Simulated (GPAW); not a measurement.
# How NaCl absorbs and reflects light, part 2 of 2

Aim: the dielectric function of NaCl, and the optical constants that follow from it. The cell comes from an older database entry, whose edges can differ from later determinations, mostly by under a per cent.

GPAW 26.7.0; DFT, PBE, plane-wave PAW (GPAW data sets), scalar-relativistic, RPA, optical limit.

So far. Step 2 (Ground state): There is a gap, 5.16 eV on this mesh (points off the mesh can give less), so no carriers' term is needed.

The database entry behind the starting cell differs from later determinations by our own check (an axis about 0.4 % short against later determinations), so it need not match the best structure at ambient conditions.

## (4) Dielectric function, RPA

Transitions between filled and empty bands, summed over the zone, give the optical response, so mesh, band count and broadening shape it.

The induced potential is part of this response.

This step: DFT, PBE, plane-wave PAW (GPAW data sets), scalar-relativistic, RPA, optical limit (GPAW 26.7.0).

df.py reads:

```python
from gpaw.response.df import DielectricFunction

df = DielectricFunction('full.gpw', frequencies={'type': 'nonlinear', 'domega0': 0.03, 'omega2': 8},
                        ecut=60,
                        eta=0.1,
                        nbands=31,
                        txt='df.txt')
for direction in ['x']:
    df.get_dielectric_function(xc='RPA', direction=direction, filename=f'df_{direction}.csv')
```

The run is started by

```bash
$ OMP_NUM_THREADS=1 python df.py
```

Numbers of over 12 decimals in the logs are rounded to 6 here.

Log:

```text
Using integrator: PointIntegrator
NonLinearFrequencyDescriptor(from 0.000 to 59.487 eV, 487 points)
Nonperiodic BCs:  [False False False]
Using integrator: PointIntegrator
NonLinearFrequencyDescriptor(from 0.000 to 59.487 eV, 487 points)
Nonperiodic BCs:  [False False False]

Calculating chi0 body with:
    Ground state adapter containing:
    Number of spins: 1
    Number of kpoints: 1331
    Number of irreducible kpoints: 56
    Number of completely occupied states: 7
    Number of partially occupied states: 7

    Linear response parametrization:
    q_c: [0.0, 0.0, 0.0]
    Number of frequency points: 487
    Planewave cutoff: 60.0
    Number of bands: 31
    Number of planewaves: 59
    Broadening (eta): 0.1

Integrating chi0 body.

Symmetries of q_c:
    Direct symmetries (Uq -> q): 48
    Indirect symmetries (TUq -> q): 0
In total 48 allowed symmetries.

56 groups of equivalent kpoints. 95.792637% reduction.

Integral kind: spectral function

Calculating chi0 optical extensions with:
    Ground state adapter containing:
    Number of spins: 1
    Number of kpoints: 1331
    Number of irreducible kpoints: 56
    Number of completely occupied states: 7
    Number of partially occupied states: 7

    Linear response parametrization:
    Number of frequency points: 487
    Planewave cutoff: 60.0
    Number of bands: 31
    Number of planewaves: 59
    Broadening (eta): 0.1
Integrating chi0 head and wings.

Symmetries of q_c:
    Direct symmetries (Uq -> q): 48
    Indirect symmetries (TUq -> q): 0
In total 48 allowed symmetries.

56 groups of equivalent kpoints. 95.792637% reduction.

Integral kind: spectral function wings
```

Elapsed: 8.8 s, on 1 thread of Arm Neoverse V1, shared host; peak memory 0.27 GiB.

Read-outs, printed or worked out from the files:

| Property | Result |
| --- | --- |
| electronic dielectric constant ε∞, mean over x, y and z (by symmetry where fewer were run) | 2.318 |
| main peak of Im epsilon, first axis | 8.848 eV |

Some rows of df_x.csv (energy; Re and Im without local fields; Re and Im with them):

```text
0.000000, 2.729213, -0.000000, 2.318016, -0.000000
0.555532, 2.735227, 0.002176, 2.322410, 0.001591
1.143969, 2.755096, 0.004617, 2.336945, 0.003380
1.768324, 2.792811, 0.007552, 2.364603, 0.005548
2.431988, 2.855087, 0.011394, 2.410484, 0.008421
3.138794, 2.954155, 0.017031, 2.484082, 0.012725
3.893091, 3.115884, 0.026946, 2.606169, 0.020578
4.699832, 3.418423, 0.054803, 2.843263, 0.044339
5.564682, 3.812468, 0.598781, 3.133831, 0.556007
6.494155, 4.329582, 0.632356, 3.419236, 0.538337
7.495775, 4.947589, 2.486271, 3.791503, 1.925271
8.578281, 3.254188, 3.806064, 2.134578, 2.860328
9.751884, 1.721357, 3.652824, 1.277314, 1.779095
11.028587, 0.234267, 4.150280, 1.430662, 2.150235
12.422601, -0.993311, 2.020381, 0.265407, 1.903259
13.950874, -0.527889, 1.043669, 0.264025, 1.507234
15.633783, 0.336765, 0.789298, 0.534252, 0.570577
17.496047, 0.247458, 0.770736, 0.716803, 0.587002
19.567954, 0.289949, 0.387370, 0.592950, 0.448902
```

The Im ε, E ∥ x has structure finer than the step of the table below, so its rows give means over 0.5 eV, whole bins alone (the curve runs from 0 to 21.9 eV). Peaks (eV: height): 6.18: 1.12, 6.93: 1.36, 8.52: 3.08, 8.83: 3.44, 11.48: 2.53.

Values under the direct gap are tails of Lorentzian lines. Table of Im ε, E ∥ x by photon energy; means over each step:

| photon energy (eV) | Im ε, E ∥ x |
| --- | --- |
| 0.5 | 0.00143 |
| 1.0 | 0.00293 |
| 1.5 | 0.00458 |
| 2.0 | 0.00648 |
| 2.5 | 0.00879 |
| 3.0 | 0.0118 |
| 3.5 | 0.0159 |
| 4.0 | 0.0225 |
| 4.5 | 0.0355 |
| 5.0 | 0.103 |
| 5.5 | 0.434 |
| 6.0 | 0.710 |
| 6.5 | 0.752 |
| 7.0 | 1.10 |
| 7.5 | 1.79 |
| 8.0 | 2.26 |
| 8.5 | 2.88 |
| 9.0 | 2.86 |
| 9.5 | 1.83 |
| 10.0 | 1.63 |
| 10.5 | 1.81 |
| 11.0 | 2.13 |
| 11.5 | 2.38 |
| 12.0 | 2.03 |
| 12.5 | 1.71 |
| 13.0 | 1.40 |
| 13.5 | 1.44 |
| 14.0 | 1.37 |
| 14.5 | 0.905 |
| 15.0 | 1.04 |
| 15.5 | 0.636 |
| 16.0 | 0.783 |
| 16.5 | 0.674 |
| 17.0 | 0.592 |
| 17.5 | 0.620 |
| 18.0 | 0.579 |
| 18.5 | 0.670 |
| 19.0 | 0.726 |
| 19.5 | 0.524 |
| 20.0 | 0.556 |
| 20.5 | 0.531 |
| 21.0 | 0.546 |
| 21.5 | 0.509 |

Table of Re ε, E ∥ x by photon energy:

| photon energy (eV) | Re ε, E ∥ x |
| --- | --- |
| 0.0 | 2.32 |
| 0.5 | 2.32 |
| 1.0 | 2.33 |
| 1.5 | 2.35 |
| 2.0 | 2.38 |
| 2.5 | 2.42 |
| 3.0 | 2.47 |
| 3.5 | 2.54 |
| 4.0 | 2.63 |
| 4.5 | 2.77 |
| 5.0 | 3.01 |
| 5.5 | 3.20 |
| 6.0 | 3.30 |
| 6.5 | 3.43 |
| 7.0 | 3.01 |
| 7.5 | 3.77 |
| 8.0 | 3.01 |
| 8.5 | 2.43 |
| 9.0 | 1.04 |
| 9.5 | 1.40 |
| 10.0 | 1.55 |
| 10.5 | 1.67 |
| 11.0 | 1.46 |
| 11.5 | 1.14 |
| 12.0 | 0.574 |
| 12.5 | 0.193 |
| 13.0 | 0.421 |
| 13.5 | 0.569 |
| 14.0 | 0.210 |
| 14.5 | 0.334 |
| 15.0 | 0.495 |
| 15.5 | 0.379 |
| 16.0 | 0.665 |
| 16.5 | 0.407 |
| 17.0 | 0.628 |
| 17.5 | 0.717 |
| 18.0 | 0.656 |
| 18.5 | 0.816 |
| 19.0 | 0.542 |
| 19.5 | 0.531 |
| 20.0 | 0.702 |
| 20.5 | 0.589 |
| 21.0 | 0.628 |
| 21.5 | 0.568 |

The reflectivity at normal incidence, E ∥ x has structure finer than the step of the table below, so its rows give means over 0.5 eV, whole bins alone (the curve runs from 0 to 21.9 eV). Peaks (eV: height): 6.71: 10.4, 8.52: 16.0, 8.89: 18.5, 11.56: 15.6, 12.42: 16.6, 14.22: 16.2, 15.25: 15.4.

Reflectivity at normal incidence, E ∥ x against photon energy; means over each step:

photon energy (eV), reflectivity at normal incidence, E ∥ x (%) and a bar from the least value:
```
      0.5        4.3 ##
      1.0        4.4 ###
      1.5        4.4 ###
      2.0        4.6 ###
      2.5        4.7 ###
      3.0        4.9 ####
      3.5        5.2 #####
      4.0        5.6 #####
      4.5        6.2 #######
      5.0        7.2 #########
      5.5        8.2 ###########
      6.0        8.8 #############
      6.5        9.1 #############
      7.0        9.8 ###############
      7.5       12.7 #####################
      8.0       13.0 ######################
      8.5       15.2 ###########################
      9.0       16.6 ##############################
      9.5       10.0 ###############
     10.0        8.3 ###########
     10.5        9.3 ##############
     11.0       11.4 ##################
     11.5       14.2 #########################
     12.0       14.5 #########################
     12.5       14.4 #########################
     13.0       11.2 ##################
     13.5       11.0 #################
     14.0       14.1 ########################
     14.5       10.5 ################
     15.0        9.7 ###############
     15.5        8.6 ############
     16.0        5.4 #####
     16.5        6.8 ########
     17.0        3.9 ##
     17.5        3.7 #
     18.0        3.5 #
     18.5        3.2 
     19.0        5.4 #####
     19.5        4.3 ###
     20.0        3.2 
     20.5        3.7 #
     21.0        3.6 #
     21.5        3.7 #
```

The loss function −Im 1/ε at q → 0, E ∥ x has structure finer than the step of the table below, so its rows give means over 0.5 eV, whole bins alone (the curve runs from 0 to 21.9 eV). Peaks (eV: height): 14.31: 1.04, 15.34: 1.42, 16.54: 1.11, 19.33: 1.07, 20.31: 0.890.

Values under the direct gap are tails of Lorentzian lines. Table of loss function −Im 1/ε at q → 0, E ∥ x by energy loss; means over each step:

energy loss (eV), loss function −Im 1/ε at q → 0, E ∥ x and a bar:
```
      0.5       0.00 
      1.0       0.00 
      1.5       0.00 
      2.0       0.00 
      2.5       0.00 
      3.0       0.00 
      3.5       0.00 
      4.0       0.00 
      4.5       0.00 
      5.0       0.01 
      5.5       0.04 #
      6.0       0.06 ##
      6.5       0.07 ##
      7.0       0.09 ##
      7.5       0.11 ###
      8.0       0.15 ####
      8.5       0.19 #####
      9.0       0.30 ########
      9.5       0.37 ##########
     10.0       0.33 #########
     10.5       0.30 ########
     11.0       0.31 ########
     11.5       0.34 #########
     12.0       0.45 ############
     12.5       0.56 ###############
     13.0       0.63 #################
     13.5       0.61 ################
     14.0       0.71 ###################
     14.5       0.97 ##########################
     15.0       0.82 #####################
     15.5       1.14 ##############################
     16.0       0.78 #####################
     16.5       1.03 ###########################
     17.0       0.81 #####################
     17.5       0.75 ####################
     18.0       0.76 ####################
     18.5       0.62 ################
     19.0       0.86 #######################
     19.5       0.90 ########################
     20.0       0.73 ###################
     20.5       0.82 ######################
     21.0       0.80 #####################
     21.5       0.85 ######################
```

Table of refractive index n and extinction k by photon energy:

| photon energy (eV) | n | k |
| --- | --- | --- |
| 0.0 | 1.52 | 0 |
| 0.5 | 1.52 | 4.7e-4 |
| 1.0 | 1.53 | 9.6e-4 |
| 1.5 | 1.53 | 0.00149 |
| 2.0 | 1.54 | 0.00210 |
| 2.5 | 1.55 | 0.00282 |
| 3.0 | 1.57 | 0.00373 |
| 3.5 | 1.59 | 0.00498 |
| 4.0 | 1.62 | 0.00686 |
| 4.5 | 1.66 | 0.0104 |
| 5.0 | 1.74 | 0.0253 |
| 5.5 | 1.80 | 0.152 |
| 6.0 | 1.82 | 0.168 |
| 6.5 | 1.86 | 0.149 |
| 7.0 | 1.77 | 0.337 |
| 7.5 | 2.00 | 0.484 |
| 8.0 | 1.83 | 0.583 |
| 8.5 | 1.78 | 0.862 |
| 9.0 | 1.45 | 1.03 |
| 9.5 | 1.35 | 0.647 |
| 10.0 | 1.37 | 0.576 |
| 10.5 | 1.43 | 0.620 |
| 11.0 | 1.43 | 0.761 |
| 11.5 | 1.40 | 0.905 |
| 12.0 | 1.16 | 0.875 |
| 12.5 | 0.975 | 0.871 |
| 13.0 | 0.951 | 0.695 |
| 13.5 | 1.03 | 0.708 |
| 14.0 | 0.909 | 0.786 |
| 14.5 | 0.800 | 0.553 |
| 15.0 | 0.924 | 0.598 |
| 15.5 | 0.727 | 0.388 |
| 16.0 | 0.916 | 0.417 |
| 16.5 | 0.767 | 0.424 |
| 17.0 | 0.863 | 0.341 |
| 17.5 | 0.907 | 0.325 |
| 18.0 | 0.873 | 0.326 |
| 18.5 | 0.964 | 0.337 |
| 19.0 | 0.839 | 0.403 |
| 19.5 | 0.787 | 0.297 |
| 20.0 | 0.890 | 0.303 |
| 20.5 | 0.827 | 0.307 |
| 21.0 | 0.861 | 0.338 |
| 21.5 | 0.818 | 0.319 |

From ε follow the optical constants at some laser and lamp lines:

| wavelength (nm) | n | k | R (%) | 1/α |
| --- | --- | --- | --- | --- |
| 1064 | 1.53 | 0.001 | 4.4 | 75 µm |
| 532 | 1.55 | 0.003 | 4.7 | 17 µm |
| 450 | 1.56 | 0.003 | 4.8 | 11 µm |
| 405 | 1.57 | 0.004 | 5.0 | 8.3 µm |
| 365 | 1.59 | 0.005 | 5.2 | 6.2 µm |
| 248 | 1.74 | 0.025 | 7.2 | 782 nm |
| 193 | 1.79 | 0.136 | 8.2 | 113 nm |

Below the direct gap, k and the depth come from the tails of the Lorentzian lines, not from transitions.

Rows near the edge hang on the gap, which this functional as a rule makes too small, and phonon-assisted absorption is left out.

## (5) Outcome

```
electronic dielectric constant ε∞, mean over x, y and z (by symmetry where fewer were run) (RPA) : 2.32
main peak of Im epsilon, first axis                                                              : 8.85 eV
```

In words: At this level (PBE, RPA) NaCl has ε∞ = 2.32 and n = 1.53 at 1550 nm, and Im ε peaks at 8.8 eV. On the mesh the gap is 5.16 eV and the least direct gap 5.16 eV. Local fields change the static value along x from 2.73 to 2.32 (-15 %). Distinct maxima of Im ε, read by a parabola through the highest points, lie at 7.82 eV (2.3), 8.49 eV (3.1), 8.85 eV (3.5) and 11.52 eV (2.5). Excitons and phonon-assisted transitions are missing; PBE gaps are as a rule too small, which pulls the onset down and ε∞ up. The sum runs over mesh points, so small or evenly spaced maxima can still be ripples of the mesh.

[Machine, clock and banner lines and Python warnings are left out of the logs.]

[Logs are printed without paths, hosts, clocks, repeated set-up lines and the standing remarks that a program may print on its own settings, such as how far it seeks lower states.]

[Hosts, paths, dates, database ids (printed as entryN), source tags and the programs' standing remarks are cut or masked in the printed files.]
